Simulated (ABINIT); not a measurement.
# AlGa3N4 (P-43m): RPA correlation energy against the basis, part 2 of 2

How does the RPA correlation energy of AlGa3N4 (P-43m) approach its basis limit?

ABINIT 10.8.3; PBEsol and many-body steps on it, plane waves.

So far. Step 2 (Empty states on the mesh, 2×2×2 mesh, 325 bands): On this mesh the gap is 2.306 eV. Step 3 (RPA energy: 2×2×2 mesh, 74 bands, screening to 43.5 eV): Local fields lower ε∞ by 2 %. On a Γ-centred mesh this coarse the value itself is usually too large, while a short band sum pulls it down.

## Step 5: RPA energy: 2×2×2 mesh, 204 bands, screening to 108.8 eV

Level of this step: RPA screening on PBEsol, plane waves, norm-conserving pseudopotentials (ABINIT).

run.abi

```
acell 3*1.0 Angstrom
rprim 
  4.471685360000 0.000000000000 0.000000000000
  0.000000000000 4.471685360000 0.000000000000
  0.000000000000 0.000000000000 4.471685360000
ntypat 3
znucl 13 31 7
natom 8
typat 1 2 2 2 3 3 3 3
xred 
  0.000000000000 0.000000000000 0.000000000000
  0.500000000000 0.500000000000 0.000000000000
  0.500000000000 0.000000000000 0.500000000000
  0.000000000000 0.500000000000 0.500000000000
  0.755714420000 0.755714420000 0.244285580000
  0.755714420000 0.244285580000 0.755714420000
  0.244285580000 0.755714420000 0.755714420000
  0.244285580000 0.244285580000 0.244285580000
pp_dirpath "pseudos"
pseudos "Al.upf, Ga.upf, N.upf"
ecut 36
ngkpt 2 2 2
nshiftk 1
shiftk 0 0 0
kptopt 1
chksymbreak 0
istwfk *1
occopt 1
irdwfk 1
optdriver 3
nband 204
ecuteps 4
inclvkb 2
awtr 1
symchi 1
gwcalctyp 1
nfreqre 0
nfreqim 8
gwrpacorr 1
indata_prefix "in"
outdata_prefix "out"
tmpdata_prefix "tmp"
```

Started as:

```sh
$ OMP_NUM_THREADS=1 mpirun -n 4 abinit run.abi > log
```

Numbers of over 12 decimals in the logs are rounded to 6 here.

The program printed:

```text
.Version 10.8.3 of ABINIT. v10.8.2 released Aug 2026.

 Symmetries : space group P-4 3 m (#215); Bravais cP (primitive cubic)
[... echo of the input left out ...]
== DATASET  1 ==================================================================
-   mpi_nproc: 4, omp_nthreads: 1 (-1 if OMP is not activated)

--- !DatasetInfo
iteration_state: {dtset: 1, }
dimensions: {natom: 8, nkpt: 4, mband: 204, nsppol: 1, nspinor: 1, nspden: 1, mpw: 6235, }
cutoff_energies: {ecut:  36.0, pawecutdg:  -1.0, }
[...]
[... chi0 elements left out ...]
  [... further frequencies ...]

 For q-point:  0.000010 0.000020 0.000030
  dielectric constant =   8.0420
  dielectric constant without local fields =   8.5951

  Average fulfillment of the sum rule on Im[epsilon] for q-point    1 :     62.79  [%]
[... wings left out ...]
  q-point number  2        q = ( 0.500000, 0.000000, 0.000000) [r.l.u.]
--------------------------------------------------------------------------------
[... chi0 elements left out ...]
  [... further frequencies ...]

  Average fulfillment of the sum rule on Im[epsilon] for q-point    2 :     68.90  [%]

 [... 2 further q-points ...]
```

Run time: 37 s. Hardware: 4 MPI ranks of Intel Xeon Platinum 8559C (Emerald Rapids), shared host; peak memory 1.2 GiB.

This step gave:

* ε∞ with local fields, on this mesh, along the program's q direction: 8.042
* the same without local fields: 8.595
* plasma frequency: 30.92 eV
* plane waves in the screening matrix: 251
* RPA correlation energy: -50.0518 eV

## Step 6: RPA energy: 2×2×2 mesh, 297 bands, screening to 144.2 eV

run.abi, as its differences from that of step 5:

```diff
@@ -30,4 +30,4 @@
 optdriver 3
-nband 204
-ecuteps 4
+nband 297
+ecuteps 5.3
 inclvkb 2
```

The program printed:

```text
.Version 10.8.3 of ABINIT. v10.8.2 released Aug 2026.

 Symmetries : space group P-4 3 m (#215); Bravais cP (primitive cubic)
[... echo of the input left out ...]
== DATASET  1 ==================================================================
-   mpi_nproc: 4, omp_nthreads: 1 (-1 if OMP is not activated)

--- !DatasetInfo
iteration_state: {dtset: 1, }
dimensions: {natom: 8, nkpt: 4, mband: 297, nsppol: 1, nspinor: 1, nspden: 1, mpw: 6235, }
cutoff_energies: {ecut:  36.0, pawecutdg:  -1.0, }
[...]
[... chi0 elements left out ...]
  [... further frequencies ...]

 For q-point:  0.000010 0.000020 0.000030
  dielectric constant =   8.0070
  dielectric constant without local fields =   8.6080

  Average fulfillment of the sum rule on Im[epsilon] for q-point    1 :     77.13  [%]
[... wings left out ...]
  q-point number  2        q = ( 0.500000, 0.000000, 0.000000) [r.l.u.]
--------------------------------------------------------------------------------
[... chi0 elements left out ...]
  [... further frequencies ...]

  Average fulfillment of the sum rule on Im[epsilon] for q-point    2 :     83.44  [%]

 [... 2 further q-points ...]
```

Run time: 65 s. Hardware: 4 MPI ranks; peak memory 1.5 GiB; 4.3 min of CPU time.

Numbers from this step:

```yaml
eps_infinity_with_local_fields_on_this_mesh_along_the_program_s_q_direction: 8.007
the_same_without_local_fields: 8.608
plasma_frequency: 30.92 eV
plane_waves_in_the_screening_matrix: 365
rpa_correlation_energy: -60.4017 eV
```

## Step 7: RPA energy: 2×2×2 mesh, 125 bands, screening to 136.1 eV, 4 frequencies

run.abi, as its differences from that of step 6:

```diff
@@ -30,4 +30,4 @@
 optdriver 3
-nband 297
-ecuteps 5.3
+nband 125
+ecuteps 5
 inclvkb 2
@@ -37,3 +37,3 @@
 nfreqre 0
-nfreqim 8
+nfreqim 4
 gwrpacorr 1
```

The program printed:

```text
.Version 10.8.3 of ABINIT. v10.8.2 released Aug 2026.

 Symmetries : space group P-4 3 m (#215); Bravais cP (primitive cubic)
[... echo of the input left out ...]
== DATASET  1 ==================================================================
-   mpi_nproc: 4, omp_nthreads: 1 (-1 if OMP is not activated)

--- !DatasetInfo
iteration_state: {dtset: 1, }
dimensions: {natom: 8, nkpt: 4, mband: 125, nsppol: 1, nspinor: 1, nspden: 1, mpw: 6235, }
cutoff_energies: {ecut:  36.0, pawecutdg:  -1.0, }
[...]
[... chi0 elements left out ...]
  [... further frequencies ...]

 For q-point:  0.000010 0.000020 0.000030
  dielectric constant =   7.9976
  dielectric constant without local fields =   8.5649

  Average fulfillment of the sum rule on Im[epsilon] for q-point    1 :     44.73  [%]
[... wings left out ...]
  q-point number  2        q = ( 0.500000, 0.000000, 0.000000) [r.l.u.]
--------------------------------------------------------------------------------
[... chi0 elements left out ...]
  [... further frequencies ...]

  Average fulfillment of the sum rule on Im[epsilon] for q-point    2 :     50.94  [%]

 [... 2 further q-points ...]
```

Elapsed: 21 s, on 4 MPI ranks; peak memory 1.1 GiB.

Numbers from this step:

```
ε∞ with local fields, on this mesh, along the program's q direction : 7.998
the same without local fields                                       : 8.565
plasma frequency                                                    : 30.92 eV
plane waves in the screening matrix                                 : 341
RPA correlation energy                                              : -40.59 eV
```

## Step 8: The rungs together

Times are wall times on 4 MPI ranks of Intel Xeon Platinum 8559C (Emerald Rapids), shared host, good to a factor of about two.

```tsv
bands	cutoff (eV)	plane waves	frequencies	E_c (eV/atom)	time
74	43.5	57	8	-2.602	9.8 s
125	70.7	123	8	-4.424	18 s
204	108.8	251	8	-6.256	37 s
297	144.2	365	8	-7.550	65 s
125	136.1	341	4	-5.074	21 s
```

## Step 9: Summary of results

```
2×2×2 mesh, 74 bands, screening to 43.5 eV   : -2.602 eV/atom
2×2×2 mesh, 125 bands, screening to 70.7 eV  : -4.424 eV/atom
2×2×2 mesh, 204 bands, screening to 108.8 eV : -6.256 eV/atom
2×2×2 mesh, 297 bands, screening to 144.2 eV : -7.550 eV/atom
limit by the two highest rungs               : -10.01 eV/atom
```

**Reading.** Rows off the diagonal of bands and cutoff are checks and stay out of the ladder. The energy is still falling: −1.294 eV/atom over the last rung. A line in cutoff^(−3/2) puts the limit near -10.01 eV/atom, 33 % beyond the top rung; the pair below gives -8.27, so the estimate is rough. The value holds the valence electrons of these pseudopotentials alone, on one mesh; differences between structures converge far faster than the total.

[Paths, hosts, dates, memory and timing lines, banners, echoed tables and standing remarks are left out of the program output.]

[Logs are printed without paths, hosts, clocks, repeated set-up lines and the standing remarks that a program may print on its own settings, such as how far it seeks lower states.]

[Runs of the session that timed out or met a known fault of the program may be left out.]

[Hosts, paths, dates, database ids (printed as entryN), source tags and the programs' standing remarks are cut or masked in the printed files.]

[G0W0 gaps are taken among the corrected bands and points alone; a level outside them can change the order at an edge.]

[Where Ansatz stands beside ABINIT at settings called matched, ABINIT's density can come from a denser mesh and the files from another edition; pairs whose starting gaps differed by over 0.03 eV were left out, so agreement reads better than it is.]
